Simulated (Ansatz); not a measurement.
# Phonons of Ru (P6_3/mmc, 2 atoms in the cell) against volume, part 2 of 2

Wanted: Grüneisen parameters and pressure coefficients of the modes of Ru (P6_3/mmc, 2 atoms in the cell).

Ansatz 0.2.0; DFT PBEsol, scalar-relativistic, plane waves, PAW; PAW set soft_1.

So far. Step 3 (Tight relaxation): The forces vanish by symmetry and the pressure is 0.001 GPa, within the tolerances set. The cell now holds 13.32 Å³/atom.

## 4. Zone-centre response at rest

The force constants come from the linear response of the density to a displacement.

The modes at rest are the reference of the series.

Input file input.yaml:

```yaml
crystal:
  lattice:
    - [2.6904991627, 0.0, 0.0]
    - [-1.3452495814, 2.3300406238, 0.0]
    - [0.0, 0.0, 4.2492958133]
  atoms:
    - { symbol: Ru, position: [0.3333333333, 0.6666666667, 0.25] }
    - { symbol: Ru, position: [0.6666666667, 0.3333333333, 0.75] }
kpoints:
  mp_grid: { grid: [18, 18, 12] }
hamiltonian:
  xc: pbesol
  pseudopotentials: { kind: paw, azcp: { folder: soft_1 }, xc_functional: pbe }
scf:
  occupations: { method: methfessel_paxton, width: 0.2 }
output:
  eigenvalues: true
phonons:
  method: dfpt
```

Command:

```sh
$ ansatz run input.yaml --threads 4 --pin off --max-ram 10240MiB --backend cpu --events-out ev --progress --plain --runs-dir out
```

Numbers of over 12 decimals in the logs are rounded to 6 here.

What it wrote:

```text
zone centre: on kpoints.mp_grid the ground state, and the responses unless they are solved on pairs of k-points, stand on 637 of the mesh's 3888 k-points, reduced under 4 symmetry operations, with k and −k counted as one. Each operation leaves every solved displacement unchanged or reverses it
[...]
Crystal: 2 atoms, lattice volume = 26.639 Å³
Basis set: ecut = 420 eV, 537 PW (Γ), exchange–correlation on 36×36×60 points (8 copies of the dense FFT grid, shifted against one another)
Bands: 20, of which v1, the nominal top of the filled ones, is band 16 counted from 1 (15 counted from 0)
Symmetry: 24 space group operations
k-points: 637 of 3888 (irreducible under 4 space group operations, time reversal used)
[...]
SCF iter   1: F=—  HF=-11634.559250 eV  |F-HF|=—  |Δ(HF+E_count)|=         —  Δρ=1.31e-1  dr2=4.36e0  ethr=3.10e-3  ⟨swp⟩=5.0  Hψ=111165  notcnv=0  defer=73
automatic band count: the SCF goes on with 24 bands, as 20 were too few: they end inside the smearing window of the response
[...]
SCF iter   2: F=—  HF=-11633.556715 eV  |F-HF|=—  |Δ(HF+E_count)|=    1.00e0  S|Δr|=    0.00e0  Δρ=7.46e-2  dr2=1.40e0  ethr=3.10e-3  ⟨swp⟩=2.8  Hψ=30034  notcnv=0  defer=1768
[...]
SCF iter   8: F=-11633.095649 eV  HF=-11633.095649 eV  |F-HF|=1.82e-12  |Δ(HF+E_count)|=  1.82e-12  S|Δr|=    0.00e0  Δρ=1.20e-7  dr2=2.72e-12  ethr=1.00e-12  ⟨swp⟩=9.0  Hψ=88956  notcnv=0
SCF 1 converged in 8 iterations: F = -11633.095649 eV  dr2 = 2.72e-12
[...]
DFPT response loops at Γ: preconditioner auto → Kerker (q_TF=auto, 2.813 Å⁻¹) (partly filled bands, converged f_vac=0.000); β = 1.00, the filter's whole step (`scf.mixing.beta` (0.50) is not read by the response loops under this deck's `scf.mixing.preconditioner`; to damp them name `kerker` or `kerker_dos`, under which they read `scf.mixing.beta`, and type it under 1.00, their step now; both keys bind the ground state too); Broyden in place of MSR1
SCF converged after 8 iterations
[...]
Free energy (F): -11633.095649 eV
[...]
Internal energy: -11633.096130 eV  (E = F + TS)
E sigma→0 (E₀):  -11633.095769 eV
Entropy (-TS):   0.000481 eV (0.241 meV/atom)
Fermi energy:    23.734908 eV
[...]
--- Band table (eV; the first three rows and the last of 637) ---
  k-point 0: bands = [... 12 lower, 21.2474, 21.7567, 21.7567, 22.2832, 22.2832, 24.9603, 24.9603, 25.0043, ... 4 higher]
  k-point 1: bands = [... 12 lower, 21.2063, 21.7073, 21.7073, 22.4001, 22.4001, 24.7345, 24.9671, 24.9671, ... 4 higher]
  k-point 2: bands = [... 12 lower, 21.0923, 21.5736, 21.5736, 22.6944, 22.6944, 24.0399, 24.9711, 24.9711, ... 4 higher]
  k-point 636: bands = [... 12 lower, 21.0061, 21.0061, 22.3499, 22.3499, 25.4387, 25.4387, 28.8852, 28.8852, ... 4 higher]
--- Phonons (Γ-DFPT): 2 representative perturbations + reference, on 637 of 3888 k-points (Σ response iterations 6) ---
  k mesh reduced under 4 symmetry operations, with k and −k counted as one. Each operation leaves every solved displacement unchanged or reverses it
  ASR residual: 9.898e-5 → 0.000e0 eV/Å²; symmetrization residual: 9.091e-10 eV/Å²
  ASR residual per site (eV/Å²): 9.90e-5 9.90e-5
  Γ frequencies (cm⁻¹): 0.00 0.00 0.00 207.52 207.52 271.22
  non-analytic LO–TO correction: not included (Born effective charges unavailable; polar crystals: no LO–TO splitting at Γ)
```

Elapsed: 28 s, on 4 threads of Arm Neoverse V1, shared host; peak memory 1.2 GiB.

The column dr2 measures how far the density is from self-consistency, as an energy; F and HF (Harris–Foulkes) agree once it is small.

Numbers from this step:

- sum-rule residual before enforcement: 9.90e-5 eV/Å²
- point group: 6/mmm
- highest optical mode at the zone centre (no LO-TO term): 271.2 cm⁻¹
- lowest optical zone-centre mode: 207.5 cm⁻¹

Patterns of degenerate modes are one choice out of their space. Modes at Γ:

```csv
mode,frequency (cm⁻¹),symmetry
1,0.0,acoustic
2,0.0,acoustic
3,0.0,acoustic
4,207.5,E2g
5,207.5,E2g
6,271.2,B1g
```

Displacements in mode 4 (207.5 cm⁻¹), the largest set to 1:
```
Ru1  0.00  1.00  0.00
Ru2  0.00 -1.00  0.00
```

Displacements in mode 6 (271.2 cm⁻¹), the largest set to 1:
```
Ru1  0.00  0.00 -1.00
Ru2  0.00  0.00  1.00
```

Before it was imposed, the acoustic sum rule was missed by 9.9e-5 eV/Å². Small misses are needed for a sound result but don't prove that mesh and cutoff are converged. The lowest optical mode is real, 208 cm⁻¹.

## 5. A member of the series: 1.06 times the volume at rest

The cell is set to 1.06 times the volume at rest, and shape and atoms relax at that volume.

input.yaml, the sections that differ from step 4:

```yaml
crystal:
  lattice:
    - [2.7449606049, 0.0, 0.0]
    - [-1.3724803024, 2.3772056162, 0.0]
    - [0.0, 0.0, 4.3272931905]
  atoms:
    - { symbol: Ru, position: [0.3333333333, 0.6666666667, 0.25] }
    - { symbol: Ru, position: [0.6666666667, 0.3333333333, 0.75] }
output:
  forces: true
  stress: true
  eigenvalues: true
relax:
  adjacent_minimum: "off"
  f_tol: 0.001
  max_steps: 60
  cell: { stress_tol: 0.01, fix: [volume] }
# kpoints, hamiltonian, scf: as in step 4
# phonons: removed
```

What it wrote:

```text
[...]
Crystal: 2 atoms, lattice volume = 28.237 Å³
Basis set: ecut = 420 eV, 561 PW (Γ), exchange–correlation on 40×40×60 points (8 copies of the dense FFT grid, shifted against one another)
Bands: 20, of which v1, the nominal top of the filled ones, is band 16 counted from 1 (15 counted from 0)
Symmetry: 24 space group operations
[...]
k-points: 259 of 3888
[...]
k-point 258: bands = [... 12 lower, 19.4727, 19.4727, 20.9694, 20.9694, 23.2313, 23.2313, 30.1189, 30.1189, ... 4 higher]
--- Relaxed structure (3 steps of the walk, 3 accepted, 1 SCFs on fresh bases) ---
[...]
cell:  # Å, volume = 28.2370 Å³
    - [2.745860, -2.8876963205288556e-11, 0.0]
    - [-1.372930, 2.377984, 0.0]
    - [0.0, 0.0, 4.324459]
  atoms:
    - { symbol: Ru, position: [0.333333, 0.666667, 0.250000] }
    - { symbol: Ru, position: [0.666667, 0.333333, 0.750000] }
[key lines of the parts left out:]
SCF converged after 5 iterations
Free energy (F): -11633.002804 eV
Fermi energy:    22.080613 eV
P = ⅓ Tr σ = -17.5836 GPa (-175.836 kbar)
```

Wall time 8.7 s (4 threads); peak memory 0.44 GiB; 33 s of CPU time.

Little changed from the start: no atom moved by 0.005 Å and no cell edge by 0.1 %.

Numbers from this step:

```yaml
pressure: -17.58 GPa
volume_per_atom: 14.12 Å³
```

The forces vanish by symmetry, at a pressure of -17.58 GPa.

## 6. Zone-centre modes of the member: 1.06 times the volume at rest

The zone-centre modes follow for 1.06 times the volume at rest.

input.yaml, the sections that differ from step 5:

```yaml
crystal:
  lattice:
    - [2.7458599492, 0.0, 0.0]
    - [-1.3729299746, 2.3779844712, 0.0]
    - [0.0, 0.0, 4.3244590408]
  atoms:
    - { symbol: Ru, position: [0.3333333333, 0.6666666667, 0.25] }
    - { symbol: Ru, position: [0.6666666667, 0.3333333333, 0.75] }
output:
  eigenvalues: true
phonons:
  method: dfpt
# kpoints, hamiltonian, scf: as in step 5
# relax: removed
```

What it wrote:

```text
[...]
Crystal: 2 atoms, lattice volume = 28.237 Å³
Basis set: ecut = 420 eV, 561 PW (Γ), exchange–correlation on 40×40×60 points (8 copies of the dense FFT grid, shifted against one another)
Bands: 20, of which v1, the nominal top of the filled ones, is band 16 counted from 1 (15 counted from 0)
Symmetry: 24 space group operations
k-points: 637 of 3888 (irreducible under 4 space group operations, time reversal used)
[...]
SCF iter   1: F=—  HF=-11634.559133 eV  |F-HF|=—  |Δ(HF+E_count)|=         —  Δρ=1.30e-1  dr2=4.75e0  ethr=3.10e-3  ⟨swp⟩=5.1  Hψ=111035  notcnv=0  defer=40
[...]
SCF iter   9: F=-11633.002804 eV  HF=-11633.002804 eV  |F-HF|=1.82e-12  |Δ(HF+E_count)|=  1.27e-11  S|Δr|=    0.00e0  Δρ=5.02e-8  dr2=2.29e-13  ethr=1.00e-12  ⟨swp⟩=9.9  Hψ=73169  notcnv=0
SCF 1 converged in 9 iterations: F = -11633.002804 eV  dr2 = 2.29e-13
[...]
SCF converged after 9 iterations
[...]
Free energy (F): -11633.002804 eV
[...]
Internal energy: -11633.002979 eV  (E = F + TS)
E sigma→0 (E₀):  -11633.002848 eV
Entropy (-TS):   0.000175 eV (0.088 meV/atom)
Fermi energy:    22.080612 eV
Step filling:    the computed levels leave a gap of 0.0000 eV = 0.0 smearing widths at the electron count; against every level under it full and every level over it empty, smearing changes F+E_penalty+E_count by +0.486 meV and its σ→0 estimate by +0.442 meV
[...]
--- Band table (eV; the first three rows and the last of 637) ---
  k-point 0: bands = [... 12 lower, 19.8271, 20.2718, 20.2718, 20.7293, 20.7293, 23.2038, 23.2038, 23.3205, ... 4 higher]
  k-point 1: bands = [... 12 lower, 19.7890, 20.2261, 20.2261, 20.8391, 20.8391, 23.0548, 23.2092, 23.2092, ... 4 higher]
  k-point 2: bands = [... 12 lower, 19.6828, 20.1021, 20.1021, 21.1134, 21.1134, 22.3775, 23.2108, 23.2108, ... 4 higher]
  k-point 636: bands = [... 12 lower, 19.5501, 19.5501, 20.8182, 20.8182, 23.6242, 23.6242, 26.8675, 26.8675, ... 4 higher]
[...]
ASR residual: 5.739e-5 → 0.000e0 eV/Å²; symmetrization residual: 4.823e-13 eV/Å²
  ASR residual per site (eV/Å²): 5.74e-5 5.74e-5
  Γ frequencies (cm⁻¹): 0.00 0.00 0.00 190.12 190.12 229.78
[...]
```

It took 31 s on 4 threads; peak memory 1.3 GiB.

Numbers from this step:

| Property | Result |
| --- | --- |
| sum-rule residual before enforcement | 5.74e-5 eV/Å² |
| highest optical mode at the zone centre (no LO-TO term) | 229.8 cm⁻¹ |
| lowest optical zone-centre mode | 190.1 cm⁻¹ |

Patterns of degenerate modes are one choice out of their space. Modes at Γ:

```csv
mode,frequency (cm⁻¹),symmetry
1,0.0,acoustic
2,0.0,acoustic
3,0.0,acoustic
4,190.1,E2g
5,190.1,E2g
6,229.8,B1g
```

The lowest optical mode is real, 190 cm⁻¹, and the highest lies at 229.8 cm⁻¹.

For the highest optical mode at the zone centre (no LO-TO term), step 4 gave 271 cm⁻¹; this run, with volume ratio 1.06, gives 230 cm⁻¹ (-15 %).

## 7. Relaxation of a member: 0.9 times the volume at rest

The cell is set to 0.9 times the volume at rest, and shape and atoms relax at that volume.

input.yaml, the sections that differ from step 6:

```yaml
crystal:
  lattice:
    - [2.5947863998, 0.0, 0.0]
    - [-1.2973931999, 2.2471509396, 0.0]
    - [0.0, 0.0, 4.1117052208]
  atoms:
    - { symbol: Ru, position: [0.3333333333, 0.6666666667, 0.25] }
    - { symbol: Ru, position: [0.6666666667, 0.3333333333, 0.75] }
output:
  forces: true
  stress: true
  eigenvalues: true
relax:
  adjacent_minimum: "off"
  f_tol: 0.001
  max_steps: 60
  cell: { stress_tol: 0.01, fix: [volume] }
# kpoints, hamiltonian, scf: as in step 6
# phonons: removed
```

What it wrote:

```text
[...]
Crystal: 2 atoms, lattice volume = 23.975 Å³
Basis set: ecut = 420 eV, 463 PW (Γ), exchange–correlation on 36×36×60 points (8 copies of the dense FFT grid, shifted against one another)
Bands: 20, of which v1, the nominal top of the filled ones, is band 16 counted from 1 (15 counted from 0)
Symmetry: 24 space group operations
[...]
k-points: 259 of 3888
[...]
k-point 258: bands = [... 12 lower, 23.8021, 23.8021, 25.4948, 25.4948, 28.4569, 28.4569, 36.6102, 36.6102]
--- Relaxed structure (3 steps of the walk, 3 accepted, 1 SCFs on fresh bases) ---
[...]
cell:  # Å, volume = 23.9748 Å³
    - [2.594126, 0.0, 0.0]
    - [-1.297063, 2.246579, 0.0]
    - [0.0, 0.0, 4.113800]
  atoms:
    - { symbol: Ru, position: [0.333333, 0.666667, 0.25] }
    - { symbol: Ru, position: [0.666667, 0.333333, 0.750000] }
[key lines of the parts left out:]
SCF converged after 5 iterations
Free energy (F): -11632.741693 eV
Fermi energy:    26.968944 eV
P = ⅓ Tr σ = 47.0833 GPa (470.833 kbar)
```

It took 7.1 s on 4 threads; peak memory 0.4 GiB.

Little changed from the start: no atom moved by 0.005 Å and no cell edge by 0.1 %.

Numbers from this step:

```yaml
pressure: 47.08 GPa
volume_per_atom: 11.99 Å³
```

The forces vanish by symmetry, at a pressure of 47.08 GPa.

## 8. Zone-centre modes of the member: 0.9 times the volume at rest

The zone-centre modes follow for 0.9 times the volume at rest.

input.yaml, the sections that differ from step 7:

```yaml
crystal:
  lattice:
    - [2.5941257948, 0.0, 0.0]
    - [-1.2970628974, 2.2465788389, 0.0]
    - [0.0, 0.0, 4.1137996133]
  atoms:
    - { symbol: Ru, position: [0.3333333333, 0.6666666667, 0.25] }
    - { symbol: Ru, position: [0.6666666667, 0.3333333333, 0.75] }
output:
  eigenvalues: true
phonons:
  method: dfpt
# kpoints, hamiltonian, scf: as in step 7
# relax: removed
```

What it wrote:

```text
[...]
Crystal: 2 atoms, lattice volume = 23.975 Å³
Basis set: ecut = 420 eV, 463 PW (Γ), exchange–correlation on 36×36×60 points (8 copies of the dense FFT grid, shifted against one another)
Bands: 20, of which v1, the nominal top of the filled ones, is band 16 counted from 1 (15 counted from 0)
Symmetry: 24 space group operations
k-points: 637 of 3888 (irreducible under 4 space group operations, time reversal used)
[...]
k-point 2: bands = [... 12 lower, 23.8319, 24.4324, 24.4324, 25.7713, 25.7713, 27.3613, 28.4136, 28.4136, ... 4 higher]
  k-point 636: bands = [... 12 lower, 23.8635, 23.8635, 25.3294, 25.3294, 28.9955, 28.9955, 32.8702, 32.8702, ... 4 higher]
[...]
ASR residual: 6.214e-5 → 0.000e0 eV/Å²; symmetrization residual: 3.180e-13 eV/Å²
  ASR residual per site (eV/Å²): 6.21e-5 6.21e-5
  Γ frequencies (cm⁻¹): 0.00 0.00 0.00 240.49 240.49 348.29
[...]
[key lines of the parts left out:]
SCF converged after 8 iterations
Free energy (F): -11632.741693 eV
Fermi energy:    26.968945 eV
```

Wall time 28 s (4 threads); peak memory 1.2 GiB; 1.7 min of CPU time.

Numbers from this step:

```
sum-rule residual before enforcement                    : 6.21e-5 eV/Å²
highest optical mode at the zone centre (no LO-TO term) : 348.3 cm⁻¹
lowest optical zone-centre mode                         : 240.5 cm⁻¹
```

Patterns of degenerate modes are one choice out of their space. Modes at Γ:

```csv
mode,frequency (cm⁻¹),symmetry
1,0.0,acoustic
2,0.0,acoustic
3,0.0,acoustic
4,240.5,E2g
5,240.5,E2g
6,348.3,B1g
```

Displacements in mode 5 (240.5 cm⁻¹), the largest set to 1:
```
Ru1  0.00  1.00  0.00
Ru2  0.00 -1.00  0.00
```

Displacements in mode 6 (348.3 cm⁻¹), the largest set to 1:
```
Ru1  0.00  0.00  1.00
Ru2  0.00  0.00 -1.00
```

The lowest optical mode is real, 240 cm⁻¹, and the highest lies at 348.3 cm⁻¹.

Between step 4 and this run (volume ratio 0.9) the value for the highest optical mode at the zone centre (no LO-TO term) moves from 271 cm⁻¹ to 348 cm⁻¹ (+28 %).

## 9. The series together

The members are set side by side, also those not shown above.

Each row is one cell with its response, relaxed at fixed volume as far as symmetry leaves anything free; energies are extrapolated to zero smearing, and E0 is that at rest; shape and atoms are relaxed in each cell where symmetry leaves them free; all runs use 18×18×12 k points and Methfessel-Paxton smearing of 0.2 eV. State of the crystal along the series:

```csv
volume ratio,V (Å³/atom),pressure (GPa),E - E0 (meV/atom),first cell vector (Å),third cell vector (Å)
0.9,11.99,47.08,177,2.594,4.114
0.92,12.25,35.38,108.6,2.614,4.142
0.94,12.52,24.95,58.6,2.633,4.17
0.96,12.79,15.65,25,2.653,4.197
0.98,13.05,7.374,5.992,2.672,4.223
0.99,13.19,3.58,1.464,2.681,4.236
1,13.32,5.01e-4,0,2.691,4.249
1.02,13.59,-6.561,5.567,2.709,4.275
1.04,13.85,-12.4,21.45,2.728,4.3
1.06,14.12,-17.58,46.46,2.746,4.324
```

Each mode is tracked from rest by its pattern, and modes that stay within 0.3 cm⁻¹ of each other stand once; shape and atoms are relaxed in each cell where symmetry leaves them free; all runs use 18×18×12 k points and Methfessel-Paxton smearing of 0.2 eV. Optical modes along the series:

```csv
V (Å³/atom),mode 4 E2g (cm⁻¹),mode 6 B1g (cm⁻¹)
11.99,240.5,348.3
12.25,233.5,331.9
12.52,226.7,316
12.79,220.1,300.7
13.05,213.7,285.8
13.19,210.6,278.4
13.32,207.5,271.2
13.59,201.5,257.1
13.85,195.7,243.3
14.12,190.1,229.8
```

From cubic fits (parabolas where under five rows exist) of ln ω and P against ln V through the rows within about 4 % of rest: γ = −d ln ω / d ln V and dω/dP = γ ω / B. Slopes at rest:

```csv
mode,fitted frequency at rest (cm⁻¹),Grüneisen parameter γ,dω/dP (cm⁻¹/GPa)
mode 4 E2g,207.5,1.47,0.88
mode 6 B1g,271.2,2.64,2.06
```

## 10. Results

| Property | Result |
| --- | --- |
| members | 10 |
| highest optical mode at the zone centre (no LO-TO term), at rest | 271.2 cm⁻¹ |
| bulk modulus at rest | 347 GPa |
| mode 4 E2g, γ | 1.47 |
| mode 6 B1g, γ | 2.64 |

What this shows: The series spans -17.6 to 47.1 GPa, and the slope at rest gives a bulk modulus of 347 GPa. Among the modes in the table of slopes γ runs from 1.47 (mode 4 E2g) to 2.64 (mode 6 B1g). One k mesh and one cutoff serve the ground states and modes of all volumes. These are harmonic frequencies at zero temperature: anharmonic shifts, linewidths and thermal expansion are left out. With no gap, or one that is small against the smearing, the frequencies hang on the k mesh and the smearing, most of all near Kohn anomalies. The PAW files were made for PBE; the program adapts parts of them to the functional of the run, but their partial waves stay those of PBE, an approximation that was not tested in this session. Only the zone centre was solved, so an instability at another wavevector cannot show here.

[Logs are printed without paths, hosts, clocks, repeated set-up lines and the standing remarks that a program may print on its own settings, such as how far it seeks lower states.]

[Hosts, paths, dates, database ids (printed as entryN), source tags and the programs' standing remarks are cut or masked in the printed files.]
